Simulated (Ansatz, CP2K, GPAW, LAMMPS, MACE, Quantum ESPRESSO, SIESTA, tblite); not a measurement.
# Aqueous Ca2+ and HSO4-, 2.3 mol of salt per kg of water at 360 K (85 atoms): one structure in several programs

Aim: run aqueous Ca2+ and HSO4-, 2.3 mol of salt per kg of water at 360 K (85 atoms) in several programs and set results and cost side by side. A plane-wave run serves as the reference.

Method: Kohn-Sham DFT, PBE, PAW, plane waves, in Ansatz 0.2.0.

## (1) Starting point

The cell holds 85 atoms: 32 O, 2 S, 50 H and 1 Ca. Cell: a = 9.346 Å, b = 9.346 Å, c = 9.346 Å, α = 90.0°, β = 90.0°, γ = 90.0°. 24 H2O, 1 Ca2+, 2 HSO4- placed at random, at 1.36 g/cm³; overlaps pushed apart, then 10 ps at 420 K with divalent ions of Li, Roberts, Chakravorty and Merz (J. Chem. Theory Comput. 9, 2733 (2013)); MMFF94 bonds, angles, torsions, charges and radii (Halgren, J. Comput. Chem. 17, 490 (1996)) in harmonic and 12-6 forms; SPC/E water (Berendsen, Grigera and Straatsma, J. Phys. Chem. 91, 6269 (1987)). Snapshot after 20 ps at 360 K and fixed volume.

## (2) Reference: Ansatz, plane waves

The PAW files are the set soft_2.

File input.yaml:

```yaml
crystal:
  lattice:
    - [9.34568, 0.0, 0.0]
    - [0.0, 9.34568, 0.0]
    - [0.0, 0.0, 9.34568]
  atoms:
    - { symbol: O, position: [0.28254, 0.70154, 0.95248] }
    - { symbol: S, position: [0.26159, 0.59508, 0.08749] }
    - { symbol: O, position: [0.10449, 0.58309, 0.10119] }
    - { symbol: O, position: [0.3314, 0.66172, 0.21322] }
    [... 75 atom lines left out ...]
    - { symbol: H, position: [0.49948, 0.10328, 0.17394] }
    - { symbol: H, position: [0.60196, 0.10544, 0.31544] }
    - { symbol: O, position: [0.14085, 0.16631, 0.7851] }
    - { symbol: H, position: [0.14558, 0.21858, 0.87835] }
    - { symbol: H, position: [0.06649, 0.0896, 0.79095] }
    - { symbol: Ca, position: [0.76055, 0.70127, 0.47755] }
kpoints:
  mp_grid: { grid: [1, 1, 1] }
hamiltonian:
  xc: pbe
scf:
  occupations: { method: fermi_dirac, width: 0.05 }
output:
  forces: true
  eigenvalues: true
  populations: true
  stress: true
```

Launch:

```bash
ansatz run input.yaml --threads 4 --pin off --max-ram 15872MiB --backend cpu --events-out ev --progress --plain --runs-dir out
```

Numbers of over 12 decimals in the logs are rounded to 6 here.

The program printed:

```text
[...]
Pseudopotentials: kind: paw
Pseudopotential: O, paw, valence charge 6, recommended cutoff 420 eV (normal), O.paw.azcp
Pseudopotential: S, paw, valence charge 6, recommended cutoff 420 eV (normal), S.paw.azcp
Pseudopotential: H, paw, valence charge 1, recommended cutoff 420 eV (normal), H.paw.azcp
Pseudopotential: Ca, paw, valence charge 10, recommended cutoff 420 eV (normal), Ca.paw.azcp
[... 5 lines on functional and potentials left out ...]
Crystal: 85 atoms, lattice volume = 816.268 Å³
Basis set: ecut = 420 eV, 15895 PW (Γ), exchange–correlation on 128×128×128 points (8 copies of the dense FFT grid, shifted against one another)
Bands: 217, of which v1, the nominal top of the filled ones, is band 132 counted from 1 (131 counted from 0)
Symmetry: 1 space group operations
Space group: P1 (ITA 1), of the structure as read, at distance tolerance 9.3e-5 Å
k-points: 1
[... 9 lines on functional and potentials left out ...]
Initial density: superposition of atomic densities (neutral atoms: chi_scale 0, normalization atom), corrected by the library's trained network
Initial wavefunctions: pseudopotential atomic-orbital guess
[...]
SCF iter   1: F=—  HF=-22581.148868 eV  |F-HF|=—  |Δ(HF+E_count)|=         —  Δρ=3.56e-3  dr2=1.06e-1  ethr=1.77e-3  ⟨swp⟩=5.0  Hψ=908  notcnv=0  defer=77
preconditioner: auto → Resta (q_TF=auto, 2.260 Å⁻¹)  ε∞=2.4  [insulator: Δε(μ)=4.160 eV  Ē_g=17.831 eV  σ=0.050 eV  W_gap=1.00  n_scr=170 (ndim 8)  ℏωp=21.0 eV  f_vac=0.222  D(μ)=0.00/eV (n_scr^D=0)  ε∞_Penn≈2.4]
[...]
SCF iter   8: F=—  HF=-22581.088872 eV  |F-HF|=—  |Δ(HF+E_count)|=   6.57e-7  Δρ=1.00e-5  dr2=7.40e-7  ethr=6.89e-10  ⟨swp⟩=3.0  Hψ=295  notcnv=0  defer=76
SCF iter   9: F=-22581.088872 eV  HF=-22581.088872 eV  |F-HF|=9.82e-9  |Δ(HF+E_count)|=   3.79e-8  Δρ=2.18e-6  dr2=3.71e-8  ethr=3.79e-11  ⟨swp⟩=17.0  Hψ=1556  notcnv=0
SCF 1 converged in 9 iterations: F = -22581.088872 eV  dr2 = 3.71e-8
[...]
SCF converged after 9 iterations
Free energy (F): -22581.088872 eV
Harris-Foulkes:  -22581.088872 eV  (|F-HF|=9.82e-9)
Internal energy: -22581.088872 eV  (E = F + TS)
E sigma→0 (E₀):  -22581.088872 eV
Fermi energy:    1.224006 eV
--- Per-component energies (eV) ---
[...]
Σ components = -22581.088872   (vs F -22581.088872, Δ=0.00e0)
--- Forces (eV/Å), atoms counted from 1 ---
  atom   1  O     -0.10143704     0.65662797     0.72017017
  atom   2  S     -1.20103561     1.34571907    -0.02257615
  atom   3  O      0.56737650    -0.43232083     0.15765900
  atom   4  O     -0.36876153    -0.05398698    -1.22535402
[...]
atom  85  Ca    -0.26652261     0.01752946    -0.00689702
  max |Σ_I F_I| component: 6.08e-5 eV/Å
--- Stress (GPa, compression-positive) ---
       -1.286530       0.053813      -0.127692
        0.053813       0.019390      -0.370268
       -0.127692      -0.370268      -1.195283
  P = ⅓ Tr σ = -0.8208 GPa (-8.208 kbar)
--- Band table (eV) ---
  k-point 0: bands = ["-38.2895", "-24.7414", "-24.5700", "-21.0525", [... 201 levels ...], "11.5921", "11.6536", "11.7118", "11.8469", "11.9268", "11.9790", "12.1233", "12.1960", "12.2065", "12.3517", "12.3853", "12.5232"]
--- Löwdin populations: 85 sites ---
  site symbol       q [e]
     0      O      6.6478
     1      S      3.5581
     2      O      6.7496
[...]
84     Ca      8.2667
  spilling = 0.012885 (of n_electrons = 264.000000)
```

Wall time 6.2 s (4 threads of Arm Neoverse V1, shared host); peak memory 0.87 GiB; 23 s of CPU time.

In the SCF lines HF is the Harris–Foulkes energy and dr2 the Hartree energy of the density residual, in eV; the loop may stop once dr2 is under the threshold and the program's other checks hold. Hψ counts applications of the Hamiltonian.

The run gave:

```yaml
free_energy: -22581.0889 eV
free_energy_per_atom: -265.6599 eV/atom
scf_cycles: 9
pressure: -0.8208 GPa
r_m_s_force_component: 0.6325 eV/Å
longest_force: 2.187 eV/Å
fermi_energy: 1.224 eV
spacing_of_highest_filled_and_lowest_empty_level: 4.112 eV
spilling_of_the_projection: 0.01289
```

Neighbours are counted within 1.21 Å (H-O), 2.02 Å (O-S), 3.02 Å (O-Ca).

Length of the force by element and coordination:

| element | coordination | atoms | mean length of the force (eV/Å) | spread | least | most |
| --- | --- | --- | --- | --- | --- | --- |
| Ca | all | 1 | 0.267 | 0 | 0.267 | 0.267 |
| H | all | 50 | 1.11 | 0.290 | 0.257 | 1.73 |
| O | all | 32 | 0.853 | 0.396 | 0.0836 | 2.07 |
| O | 1 | 6 | 1.36 | 0.503 | 0.718 | 2.07 |
| O | 2 | 18 | 0.733 | 0.265 | 0.0836 | 1.11 |
| O | 3 | 8 | 0.741 | 0.207 | 0.312 | 0.936 |
| S | all | 2 | 2.00 | 0.191 | 1.80 | 2.19 |

Löwdin charges by element and coordination (they lack the spilled electrons, 0.040 e an atom on average):

| element | coordination | atoms | mean charge (e) | spread | least | most |
| --- | --- | --- | --- | --- | --- | --- |
| Ca | all | 1 | 1.73 | 0 | 1.73 | 1.73 |
| H | all | 50 | 0.387 | 0.0107 | 0.363 | 0.414 |
| O | all | 32 | -0.707 | 0.0358 | -0.780 | -0.642 |
| O | 1 | 6 | -0.742 | 0.0142 | -0.752 | -0.711 |
| O | 2 | 18 | -0.683 | 0.0248 | -0.721 | -0.642 |
| O | 3 | 8 | -0.736 | 0.0216 | -0.780 | -0.708 |
| S | all | 2 | 2.47 | 0.0233 | 2.44 | 2.49 |

The levels nearest the highest filled one (over half full), pooled over k-points and spins:

```
level less the highest filled one (eV)  occupation
                                -0.434           2
                                -0.358           2
                                -0.288           2
                                -0.206           2
                               -0.0802           2
                                     0           2
                                  4.11           0
                                  5.97           0
                                  6.11           0
                                  6.12           0
                                  6.29           0
                                  6.40           0
```

## (3) Structure statistics

Density 1.36 g/cm³, 9.603 Å³ an atom.

g(r), total and by pair (bins of 0.2 Å):

```
r (Å)  total   H-H   H-O   H-S  H-Ca   O-O    O-S
 0.90   2.17  0.00  4.91  0.00  0.00  0.00   0.00
 1.10   2.31  0.00  5.20  0.00  0.00  0.00   0.00
 1.30   0.00  0.00  0.00  0.00  0.00  0.00   0.00
 1.50   0.36  0.00  0.25  0.00  0.00  0.00  14.35
 1.70   1.31  2.36  0.96  0.00  0.00  0.00   3.85
 1.90   0.49  0.42  0.78  0.00  0.00  0.00   0.00
 2.10   0.67  1.05  0.60  1.41  0.00  0.00   0.00
 2.30   0.51  1.04  0.27  0.00  0.00  0.23   0.00
 2.50   0.87  1.25  0.29  0.55  0.00  1.35   0.00
 2.70   0.99  0.89  0.86  0.42  0.00  1.98   0.00
 2.90   1.03  0.77  1.06  2.28  0.73  1.52   0.00
 3.10   1.16  0.68  1.17  3.42  6.63  1.54   0.00
 3.30   1.09  0.91  1.28  0.28  3.03  1.04   0.46
 3.50   1.17  1.15  1.44  0.28  0.00  0.72   1.30
 3.70   0.96  1.11  0.93  0.72  0.00  0.92   0.71
 3.90   1.10  1.09  1.15  0.63  0.00  0.84   3.98
 4.10   1.03  1.17  0.99  1.93  0.00  0.83   0.90
 4.30   0.90  0.94  0.90  0.71  1.05  0.92   0.81
 4.50   0.94  0.93  0.91  1.27  1.29  0.84   0.25
```

Bonds by pair of elements; cutoffs follow the first minimum of g(r), held within bounds set by covalent radii, and pairs that aren't listed don't count as bonded:

| pair A-B | cutoff (Å) | bonds | mean length (Å) | spread (Å) | shortest (Å) | B about A | A about B |
| --- | --- | --- | --- | --- | --- | --- | --- |
| H-O | 1.21 | 50 | 1 | 0.003 | 0.993 | 1 | 1.56 |
| O-S | 2.02 | 8 | 1.50 | 0.066 | 1.44 | 0.25 | 4 |
| O-Ca | 3.02 | 8 | 2.51 | 0.063 | 2.45 | 0.25 | 8 |

How many atoms have how many bonded neighbours:

```csv
element,mean,1,2,3,4,8
Ca,8,0,0,0,0,1
H,1,50,0,0,0,0
O,2.06,6,18,8,0,0
S,4,0,0,0,2,0
```

Hydrogen bonds between water molecules (O–O under 3.5 Å, H–O···O angle under 30°):

| hydrogen bonds to other water | molecules |
| --- | --- |
| 0 | 0 |
| 1 | 8 |
| 2 | 4 |
| 3 | 11 |
| 4 | 0 |
| 5 | 1 |

First shells of the ions:

```csv
ion,count,shell,mean number
Ca,1,water O within 3.2 A,8
```

## (4) The other programs

The programs:
- CP2K 2026.2: Gaussian basis with GTH pseudopotentials and a plane-wave density; labels give functional, basis (MOLOPT sets; SR short-range, UZH the newer set with its own potentials), grid cutoff/relative cutoff and solver (OT: orbital transformation; TRS4, TC2, SIGN: linear-scaling purification with its sparsity filter), or its built-in tight binding.
- GPAW 26.7.0: PAW with atomic orbitals (LCAO), plane waves or a real-space grid of spacing h.
- MACE: machine-learned potential, published weights.
- Quantum ESPRESSO 7.5: plane waves; labels (QE) give functional, pseudopotential set and cutoffs of waves/density.
- SIESTA 5.4.2: numerical atomic orbitals, whose automatically made sets are far from complete, with PseudoDojo norm-conserving potentials that we converted to its format (checked against plane waves on the same files for H, C, O, Si, Ge and Ca alone); labels give functional, basis size, energy shift and mesh cutoff.
- tblite 0.8.0: extended tight binding, driven from Python.

All use the same cell and atoms; the electronic-structure runs use the same k-mesh, and an electronic temperature of 580 K (0.05 eV) where levels are smeared.

(Continued in part 2 of 2.)

[Also dropped from logs without a mark: logging warnings of Python, and SIESTA's first energy breakdown and zero terms.]

[Logs are printed without paths, hosts, clocks, repeated set-up lines and the standing remarks that a program may print on its own settings, such as how far it seeks lower states.]

[Hosts, paths, dates, database ids (printed as entryN), source tags and the programs' standing remarks are cut or masked in the printed files.]

[The MMFF94 radii named for the starting cell were scaled by 0.96; in molecules described by MMFF94, hydrogen bound to N, O or S took a small fixed 12-6 site in their place.]
